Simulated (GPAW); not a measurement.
# BiB3As2 (ordered alloy, started on the zincblende lattice) (P3m1): G0W0 with GPAW, start to end

How does a plane-wave GW calculation on BiB3As2 (ordered alloy, started on the zincblende lattice) (P3m1) run from the first input to the gap?

Calculated with GPAW 26.7.0; PBE and many-body steps on it, plane waves.

Report form: the programs' logs are mostly left out.

The structure was built from a prototype and need not be the compound's stable phase.

## 1. The starting structure

The structure is trigonal, space group P3m1 (No. 156). The conventional cell has a = 3.571 Å, b = 3.571 Å, c = 8.771 Å, α = 90.00°, β = 90.00°, γ = 120.00°. Nearest to As lie 4 B at 2.05 to 2.17 Å. B has 4 As at 2.09 to 2.17 Å nearest. As has 4 B at 2.09 to 2.16 Å nearest. Nearest to B lie 3 As at 2.16 Å and 1 Bi at 2.39 Å. Nearest to Bi lie 4 B at 2.26 to 2.39 Å. Nearest to B lie 1 As at 2.05 Å and 3 Bi at 2.26 Å. Farther neighbours are not listed.

The structure was relaxed with PBE. The structure type comes from a generator and need not be one that this composition takes. The runs that relaxed it are not among those shown. Spin-orbit coupling is left out unless a step names it.

## 2. Ground state

This step: GPAW 26.7.0; DFT, PBE, plane waves, PAW.

The ground-state density comes first.

The input, run.py:

```python
import json
import numpy as np
from gpaw.mpi import world
from ase import Atoms
from gpaw import GPAW, PW, FermiDirac

atoms = Atoms(['As', 'B', 'As', 'B', 'Bi', 'B'],
    cell=[[3.5712164988, 0.0000000000, 0.0000000000],
      [-1.7856082494, 3.0927642104, 0.0000000000],
      [0.0000000000, 0.0000000000, 8.7710972299]],
    scaled_positions=[[0.0000000000, 0.0000000000, 0.0073387163],
      [0.3333333333, 0.6666666667, 0.0835058714],
      [0.3333333333, 0.6666666667, 0.3215169916],
      [0.6666666667, 0.3333333333, 0.3956336213],
      [0.6666666667, 0.3333333333, 0.6684303642],
      [0.0000000000, 0.0000000000, 0.7735731859]],
    pbc=(True, True, True))
calc = GPAW(mode=PW(600),
    xc='PBE',
    kpts={'size': (6, 6, 4), 'gamma': True},
    occupations=FermiDirac(0.001),
    nbands=-9,
    convergence={'density': 1e-6, 'bands': -3},
    maxiter=100,
    txt='gs.txt')
atoms.calc = calc
res = {'energy': atoms.get_potential_energy()}
kpts = calc.get_ibz_k_points()
res['kpts'] = kpts
res['eigenvalues'] = [calc.get_eigenvalues(kpt=k) for k in range(len(kpts))]
res['n_electrons'] = calc.get_number_of_electrons()
calc.write('gs.gpw')

if world.rank == 0:
    with open('result.json', 'w') as f:
        json.dump(res, f, default=lambda x: x.tolist())
```

Started as:

```
$ mpirun -n 4 gpaw python run.py
```

Run time: 18 s. Hardware: 4 MPI ranks of Arm Neoverse V1, shared host; peak memory 0.79 GiB.

Numbers from this step:

```
total energy               : -31.90 eV
gap                        : 0.4116 eV
k of the valence top       : 0, 0, 0
k of the conduction bottom : 0.3333, 0, -0.25
least direct gap           : 0.6707 eV
```

The gap is indirect, with the least direct gap 0.26 eV higher.

## 3. Empty states on the mesh, 3×3×2 mesh, 125 bands

The sums over transitions need many empty states on a uniform mesh; this step solves for them.

The input, run.py:

```python
import json
import numpy as np
from gpaw.mpi import world
from gpaw import GPAW

calc = GPAW('gs.gpw').fixed_density(kpts={'size': (3, 3, 2), 'gamma': True},
    nbands=145,
    convergence={'bands': 125},
    txt='nscf.txt')
calc.write('full.gpw', mode='all')
res = {}
kpts = calc.get_ibz_k_points()
res['kpts'] = kpts
res['eigenvalues'] = [calc.get_eigenvalues(kpt=k) for k in range(len(kpts))]
res['n_electrons'] = calc.get_number_of_electrons()

if world.rank == 0:
    with open('result.json', 'w') as f:
        json.dump(res, f, default=lambda x: x.tolist())
```

Started as:

```
$ mpirun -n 4 gpaw python run.py
```

It took 29 s on 4 MPI ranks; peak memory 0.8 GiB; 1.9 min of CPU time.

Numbers from this step:

| Item | Value |
| --- | --- |
| gap | 0.5532 eV |
| k of the valence top | 0, 0, 0 |
| k of the conduction bottom | 0.3333, 0, 0.5 |
| least direct gap | 0.6707 eV |
| k points computed | 6 |
| lowest point of the top converged band, above the valence top | 51.0106 eV |

On this mesh the gap is 0.553 eV. The earlier step found 0.412 eV, so this mesh misses an edge.

## 4. Screening and self-energy, 3×3×2 mesh, 115 bands, screening to 65 eV

Now the one-shot GW correction: screening in the RPA, then the self-energy of the levels asked for.

This step: G0W0 on PBE, plane waves, PAW.

The input, run.py:

```python
import json
import numpy as np
from gpaw.mpi import world
from gpaw.response.g0w0 import G0W0

gw = G0W0('full.gpw',
    filename='gw',
    kpts=[0, 3],
    bands=(15, 19),
    ecut=65,
    nbands=115,
    integrate_gamma='WS',
    ppa=True)
gw.calculate()
res = {mode: {k: v for k, v in r.items() if k != 'sigma_eskwn'}
       for mode, r in gw.all_results.items()}

if world.rank == 0:
    with open('result.json', 'w') as f:
        json.dump(res, f, default=lambda x: x.tolist())
```

Started as:

```
$ mpirun -n 4 gpaw python run.py
```

Wall time 23 s (4 MPI ranks); peak memory 1.5 GiB; 92 s of CPU time.

Numbers from this step:

```yaml
g0w0_gap_on_the_points_computed: 0.8808 eV
least_direct_g0w0_gap_on_the_computed_points: 1.281 eV
z_at_the_valence_top: 0.7945
z_at_the_conduction_bottom: 0.8039
starting_gap_on_the_mesh: 0.5532 eV
k_of_the_valence_top: 0, 0, 0
k_of_the_conduction_bottom: 0.3333, 0, 0.5
```

The gap on the mesh goes from 0.55 eV to 0.88 eV, a correction of +0.33 eV. The start differs from the 0.41 eV found before because the two sample other k points.

Limits: finite bands, cutoff and mesh; model gap, bands may invert with spin-orbit coupling; no spin-orbit coupling; coarse k mesh. v1 is the top filled band, c1 the lowest empty one. The levels before and after the correction (eV, zero at the valence-band top of each column):

```tsv
	conduction bottom	valence top
Kohn-Sham	0.55	0.00
G0W0	0.88	0.00
```

```tsv
	level	energy (eV)
Kohn-Sham	Γ v2-v1	0.000
Kohn-Sham	Γ c1	0.671
Kohn-Sham	Γ c2	1.293
Kohn-Sham	(0.333 0 0.5) v2	-2.555
Kohn-Sham	(0.333 0 0.5) v1	-1.554
Kohn-Sham	(0.333 0 0.5) c1	0.553
Kohn-Sham	(0.333 0 0.5) c2	1.131
G0W0	Γ v2-v1	0.000
G0W0	Γ c1	1.281
G0W0	Γ c2	2.001
G0W0	(0.333 0 0.5) v2	-2.696
G0W0	(0.333 0 0.5) v1	-1.688
G0W0	(0.333 0 0.5) c1	0.881
G0W0	(0.333 0 0.5) c2	1.566
```

## 5. Where the time went

Times are wall times on 4 MPI ranks of Arm Neoverse V1, shared host, good to a factor of about two.

```tsv
step	time	share	memory (GiB)
ground state	18 s	25 %	0.79
empty states on the mesh	29 s	42 %	0.8
screening and self-energy	23 s	33 %	1.5
```

## 6. What came out

```json
{
 "PBE gap": "0.41 eV, indirect",
 "G0W0 gap on the mesh": "0.88 eV",
 "G0W0 gap over the zone (rigid shift)": "0.74 eV",
 "GW settings": "3×3×2 mesh, 115 bands, screening to 65 eV, Godby-Needs plasmon pole",
 "known limits": "not at the basis limit; model gap, bands may invert with spin-orbit coupling; no spin-orbit coupling; coarse k mesh"
}
```

**Reading.** G0W0 moves the gap on the mesh from 0.55 eV to 0.88 eV (+0.33 eV), with Z of 0.79 and 0.80 at the edges. The mesh misses the band edges by 0.14 eV in all; a rigid shift gives 0.74 eV for the zone. Only 2 of the mesh's irreducible points were corrected, so a valley elsewhere could overtake. Bands and cutoff are finite, so the gap is not at the basis limit. The miss can reach some tenths of an eV and take either sign; the mesh is an error of its own. These stock PAW sets were not made for GW; the filled d or f shell of As lies in the frozen core, which bears on start and correction. In the G0W0 run levels were corrected at 2 k points alone, so a gap called «on the mesh» is the least over those, and an edge elsewhere would be missed. A denser mesh or path gives a starting gap of 0.41 eV: the GW mesh misses a band edge, so its gaps are not the fundamental one. The 3×3×2 mesh is coarse for this cell, which bears on the long-range parts of exchange and screening. Where an edge is built on 6p states of lead, bismuth or thallium, scalar-relativistic gaps usually stand too wide, by a few tenths to over one eV. With atoms this heavy and so narrow a gap, spin-orbit coupling can invert the bands. These scalar-relativistic gaps are then model values, not to be set against experiment, and a spin-orbit change taken from DFT can't simply be added.

[Paths, hosts, dates, memory and timing lines, banners, echoed tables and standing remarks are left out of the program output.]

[Logs are printed without paths, hosts, clocks, repeated set-up lines and the standing remarks that a program may print on its own settings, such as how far it seeks lower states.]

[Runs of the session that timed out or met a known fault of the program may be left out.]

[Hosts, paths, dates, database ids (printed as entryN), source tags and the programs' standing remarks are cut or masked in the printed files.]
